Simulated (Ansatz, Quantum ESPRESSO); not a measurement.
# 1T-SnSe2, 2 layers, AA stacking: the energy at a withheld member of a series

How the rows were computed: Quantum ESPRESSO 7.5, PBE-D3(BJ), GBRV ultrasoft. Cell and atoms are first relaxed with a D3(BJ) correction; each strained cell is then held and the atoms relax in it. A periodic run with 15 Å of vacuum in the starting cell gives the vacuum levels, and bands follow along a path. The series steps biaxial strain. Energies count from the lowest.

```
biaxial strain  energy (eV)
          -4 %       0.2769
          -3 %       0.1642
          -2 %       0.0825
          -1 %       0.0297
           0 %       0.0029
           1 %       0.0000
           2 %       0.0181
           3 %       0.0555
```

One more run was made and is withheld. What is the energy at 4 %?

**Fit.** The rows at 2 % and 3 % give a slope of (0.0555 − (0.0181))/(3 − (2)) = 0.0374, so a straight line gives 0.0929 eV. A parabola through these and the row at 1 % gives 0.1122 eV.

**Check.** 0.1087 eV. The line misses by −0.0158 and the parabola by +0.0035 eV. The parabola does better.

Caveats: Semilocal gaps are too small; the 1×1 cell can't ripple over many cells under compression as a free sheet would. No spin-orbit coupling.

[Logs are printed without paths, hosts, clocks, repeated set-up lines and the standing remarks that a program may print on its own settings, such as how far it seeks lower states.]
